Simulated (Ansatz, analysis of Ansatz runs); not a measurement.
# MgH2 (Pbcn), nudged elastic band: V_H hop (2.6 Å) (q = +1), part 3 of 3

Wanted: path and barrier of a jump of H in MgH2 (Pbcn) at charge +1. The case: V_H hop (2.6 Å), in a cell of 48 host atoms with 1 H taken out.

Ansatz 0.2.0; plane-wave PAW DFT, PBEsol; nudged elastic band between two relaxed defect structures at fixed charge in a uniform background.

So far, barrier forward (eV): step 4 (nudged elastic band, charge +1) 0.332.

### Step 5. Single point at the top of the path, PBEsol

A single point at the top of the band gives the levels near the gap and the populations there.

This step: plane-wave PAW DFT, PBEsol; single point of a defect supercell on a structure of the PBEsol path.

The input, qp1_c48k1.top.probe/input.yaml:

```yaml
crystal:
  lattice:
    - [-4.47603151, 5.39366888, 4.89464524]
    - [4.47603151, -5.39366888, 4.89464524]
    - [4.47603151, 5.39366888, -4.89464524]
  atoms:
    - { symbol: Mg, position: [0.29207521, 0.13050981, 0.66208334] }
    - { symbol: Mg, position: [0.28550233, 0.62688677, 0.17605887] }
[... 3 atom lines left out ...]
    - { symbol: Mg, position: [0.48078393, 0.62576943, 0.85645951] }
[... 2 atom lines left out ...]
    - { symbol: Mg, position: [0.19157171, 0.36418137, 0.3282767] }
    - { symbol: Mg, position: [0.21403992, 0.88737583, 0.82886871] }
[... 2 atom lines left out ...]
    - { symbol: Mg, position: [0.03646937, 0.35520184, 0.65049052] }
[... 2 atom lines left out ...]
    - { symbol: Mg, position: [0.54544866, 0.89626311, 0.68240324] }
[... 1 atom line left out ...]
    - { symbol: H, position: [0.15930742, 0.57852232, 0.32797748] }
[... 5 atom lines left out ...]
    - { symbol: H, position: [0.59243423, 0.90096873, 0.91727779] }
    - { symbol: H, position: [0.26664087, 0.35031127, 0.69334745] }
[... 6 atom lines left out ...]
    - { symbol: H, position: [0.99966427, 0.67317856, 0.5822735] }
    - { symbol: H, position: [-9.388e-05, 0.30398078, 0.40644383] }
[... 4 atom lines left out ...]
    - { symbol: H, position: [0.29665224, 0.62626919, 0.67172455] }
[... 6 atom lines left out ...]
    - { symbol: H, position: [0.35261247, 0.94720931, 0.69739961] }
[... 1 atom line left out ...]
    - { symbol: H, position: [0.82692163, 0.90523936, 0.17053022] }
total_charge: 1
basis:
  ecutwfc: 420
  xc_grid: 2
hamiltonian:
  xc: pbesol
kpoints:
  mp_grid: { grid: [1, 1, 1] }
scf:
  occupations: { method: fixed }
  max_iter: 150
output:
  forces: true
  eigenvalues: true
  eigenstates: { localisation: true }
  populations: true
  write_density: true
  write_potential: true
  volumetric_format: npy
  elf: true
checkpoint:
  write: "../qp1_c48k1.top.probe.run"
  compress: false
  write_wavefunctions: false
  write_every: 100000
```

Started as:

```sh
$ ansatz run input.yaml --threads 4 --pin off --max-ram 14131MiB --backend cpu --events-out ev --progress --plain --runs-dir out
```

Numbers of over 12 decimals in the logs are rounded to 6 here.

Log:

```text
[...]
Crystal: 47 atoms, lattice volume = 472.671 Å³
Basis set: ecut = 420 eV, 9249 PW (Γ), exchange–correlation on 120×120×120 points (8 copies of the dense FFT grid, shifted against one another)
Bands: 142, of which v1, the nominal top of the filled ones, is band 95 counted from 1 (94 counted from 0)
Symmetry: 1 space group operations
[...]
k-points: 1
[...]
SCF iter   1: F=—  HF=-31087.956908 eV  |F-HF|=—  |Δ(HF+E_count)|=         —  Δρ=1.12e-2  dr2=4.56e-1  ethr=1.77e-3  ⟨swp⟩=5.0  Hψ=518  notcnv=0  defer=44
[...]
SCF iter   7: F=-31087.732804 eV  HF=-31087.732804 eV  |F-HF|=4.68e-9  |Δ(HF+E_count)|=   1.90e-7  Δρ=1.31e-6  dr2=8.62e-9  ethr=5.26e-11  ⟨swp⟩=20.0  Hψ=1314  notcnv=0
SCF 1 converged in 7 iterations: F = -31087.732804 eV  dr2 = 8.62e-9
[...]
SCF converged after 7 iterations
Free energy (F): -31087.732804 eV
[...]
[... 7 atoms left out ...]
  atom  24  H      0.00353381     0.01291987    -0.00561992
  atom  25  H      0.00865420    -0.00638357     0.01820510
  [... 7 atoms left out ...]
  atom  33  H      0.00326747    -0.00233491     0.00469834
  [... 4 atoms left out ...]
  atom  38  H     -0.00982566    -0.02566433    -0.01193109
  [... 6 atoms left out ...]
  atom  45  H      0.00552884    -0.01467439    -0.00052573
[...]
max |Σ_I F_I| component: 1.81e-5 eV/Å
--- Band table (eV) ---
[...]
--- Löwdin populations: 47 sites ---
  site symbol       q [e]
     0     Mg      8.5839
     1     Mg      8.5751
[...]
5     Mg      8.5918
[...]
8     Mg      8.5805
     9     Mg      8.5804
[...]
12     Mg      8.5869
[...]
15     Mg      8.5864
[...]
23      H      1.6609
    24      H      1.6608
  [... 7 atoms left out ...]
    32      H      1.6674
  [... 4 atoms left out ...]
    37      H      1.6044
  [... 6 atoms left out ...]
    44      H      1.6676
  [... 2 atoms left out ...]
  spilling = 0.006013 (of n_electrons = 190.000000)
[key lines of the parts left out:]
Fermi energy:    2.417023 eV
```

Run time: 1.9 s. Hardware: 4 threads of Arm Neoverse V2, shared host; peak memory 0.53 GiB.

Numbers from this step:

```yaml
free_energy: -31087.7328 eV
```

From eigenstates.tsv, first k-point; energies on the run's zero. The participation number counts the atoms that a state is spread over, of 47; bands count from 0.

```csv
spin,band,energy (eV),occupation,participation,largest share on,share
both,89,1.851,2.00,18.4,H37,0.09
both,90,1.979,2.00,17.6,H29,0.10
both,91,2.035,2.00,25.1,H47,0.07
both,92,2.099,2.00,17.1,H43,0.11
both,93,2.314,2.00,13.9,H38,0.18
both,94,2.417,2.00,23.6,H28,0.07
both,95,5.929,0.00,43.9,H26,0.03
both,96,6.082,0.00,14.8,H38,0.19
both,97,6.322,0.00,37.2,Mg6,0.06
both,98,6.462,0.00,44.9,H37,0.03
both,99,6.505,0.00,43.2,H20,0.04
```

Under PBEsol at the zone centre alone, the highest filled state is spread over 24 of 47 atoms, and the lowest empty one, 3.51 eV above it, is spread over 44 of 47 atoms.

Löwdin populations of the atoms near the centre, and their excess over far atoms of the same element, which can also hold differences between inequivalent host sites (the log counts sites from 0):

```csv
atom,distance from the centre (Å),electrons,excess
H38,0.27,1.604,-0.066
Mg6,1.72,8.592,0.012
H25,2.22,1.661,-0.010
H24,2.22,1.661,-0.010
Mg13,2.51,8.587,0.007
Mg16,2.52,8.586,0.007
Mg9,2.58,8.581,0.001
Mg10,2.58,8.580,0.001
```

Valence density in the ac plane at fractional y = 0.625, through the centre, with atoms of Mg and H within 0.45 Å of it. It is the smooth field of the valence electrons, not physical close to the nuclei.

Ten steps, logarithmic in the rise over the least value, from '_' (0 e/Å³) to '@' (24 e/Å³), each cell a mean:
```
____________________......______________________
____________________::++++::____________________
____________________++@@%%++..........__________
__________________..##@@@@==..::::::..__________
__________________..++##++....::::::..__________
____________............______............______
__________..::::::..______________..==##**::____
__________..--==::..______________--##@@%%--____
..________..::--::..______________--%%@@##::....
::..________......________________..==++::....::
::..______________________________________..::--
..________________________________________....::
..__________________________________________....
..______....________________________________..::
++......::::..____________________......__::++##
##::..::--::..__________________..::::....++@@@@
++......::....________________..::----....++%%@@
..____......::--::____________..::::::..__::++==
__________--##%%++..____________......______....
..________++@@@@##..______________________......
..________==%%##==........______________..::--::
..________..----....::::..______________..::--::
__________________..::::..______________..::::..
__________________..::::..________________....__
```
Columns run along a (8.5 Å), rows up along c (8.5 Å). Atoms in or near the plane, at fractional coordinates: Mg at (0.29, 0.18), Mg at (0.80, 0.66), Mg at (0.48, 0.86), Mg at (0.96, 0.33), H at (0.16, 0.33), H at (0.66, 0.80), H at (0.48, 0.09), H at (0.00, 0.58), H at (0.30, 0.67), H at (0.74, 0.32), H at (0.91, 0.08).

Electrostatic potential energy in the ac plane at fractional y = 0.625, through the centre, with atoms of Mg and H within 0.45 Å of it. With pseudopotentials it is smooth inside the atoms' cores, unlike the true potential.

Ten even steps from '0' (-57 eV) to '9' (8 eV), each cell a mean:
```
999999999988889999999999
999999999874468999999999
999999999730048999999999
999999998710048888999999
999999999741378988999999
999999999877889999877899
999999878998999998523789
999999627999999986100689
999999768999999985002789
899999999999999987436898
899999999999999998888986
999999999999999999999998
999999999999999999999998
789999999999999999999887
479988999999999999999731
178868999999999997898400
389989888999999984798400
789998767899999997998644
999986103799999999999888
999983002799999999999999
999984015899999999999978
999987568988999999999747
999998889988999999999889
999999999999999999999999
```
Columns run along a (8.5 Å; values clipped at the 3rd and 97th percentile), rows up along c (8.5 Å). Atoms in or near the plane, at fractional coordinates: Mg at (0.29, 0.18), Mg at (0.80, 0.66), Mg at (0.48, 0.86), Mg at (0.96, 0.33), H at (0.16, 0.33), H at (0.66, 0.80), H at (0.48, 0.09), H at (0.00, 0.58), H at (0.30, 0.67), H at (0.74, 0.32), H at (0.91, 0.08).

ELF in the ac plane at fractional y = 0.625, through the centre, with atoms of Mg and H within 0.45 Å of it. It is the smooth field of the valence electrons, not physical close to the nuclei.

Ten even steps from '_' (0.17 × 1e-1) to '@' (9.99 × 1e-1), each cell a mean:
```
______________..==##++::..____..::::....::==--..
________________......::::..__==####++..________
____________________--------..%%@@@@%%--________
____________....____--::--::--@@@@@@@@--________
________..==****--__------..++@@@@@@##..________
________--%%@@@@%%--______..##@@@@**..__________
....__..++@@@@@@@@%%--____..==**==..::----..____
==--....++@@@@@@@@@@**..____....__..--::--..__--
@@##--..==@@@@@@@@@@**..__________::--::--..==%%
@@@@==__::##@@@@@@%%==..____________----..::%%@@
@@@@==____::==++++--..__________________..##@@@@
@@##::______......______________________--%%@@@@
==::__::====--..________________________..++****
____::##@@@@##--________________..----::..____..
--__++@@@@@@@@==..____________--##@@@@##..__----
--..**@@@@@@%%--____________::##@@@@@@%%..::--::
--..**@@@@%%==______________==@@@@@@@@%%..::----
____++%%##::......__________==@@@@@@@@##__..::::
......--....------__________::##@@@@%%--____....
##::______--::::--__::==--..__::====::__--##%%%%
@@--______------::..##@@%%++..________::%%@@@@@@
@@--________::....**@@@@@@##::________==@@@@@@@@
##..____________==@@@@@@@@##::________++@@@@@@@@
--____________..**@@@@@@%%==__________::##@@@@%%
```
Columns run along a (8.5 Å), rows up along c (8.5 Å). Atoms in or near the plane, at fractional coordinates: Mg at (0.29, 0.18), Mg at (0.80, 0.66), Mg at (0.48, 0.86), Mg at (0.96, 0.33), H at (0.16, 0.33), H at (0.66, 0.80), H at (0.48, 0.09), H at (0.00, 0.58), H at (0.30, 0.67), H at (0.74, 0.32), H at (0.91, 0.08).

The distance between the highest filled and the lowest empty level goes from 3.45 eV at the start to 3.51 eV at the top.

### Step 6. Summary of results

```yaml
barrier_forward: 0.33 eV
barrier_backward: 0.33 eV
end_less_start: 0.00 eV
hop_length: 2.35 Å
band_iterations_as_the_log_counts_them: 6
```

What this shows: The top of the band lies 0.33 eV above the start and 0.33 eV above the end, which are alike in energy and neighbours. For hydrogen, zero-point energy and tunnelling change the rate much, so no rate follows from this barrier alone. The order of the top as a saddle was not checked for all atoms, so a bent path could be lower. No image-charge correction is applied; it largely cancels along a path if the charge stays localised alike. Limits: sampling at the zone centre alone can move energies of charged and open-shell states by tenths of an eV or more in cells of this size; periodic copies of the defect are only 8.5 Å apart.

[Logs are printed without paths, hosts, clocks, repeated set-up lines and the standing remarks that a program may print on its own settings, such as how far it seeks lower states.]

[Hosts, paths, dates, database ids (printed as entryN), source tags and the programs' standing remarks are cut or masked in the printed files.]
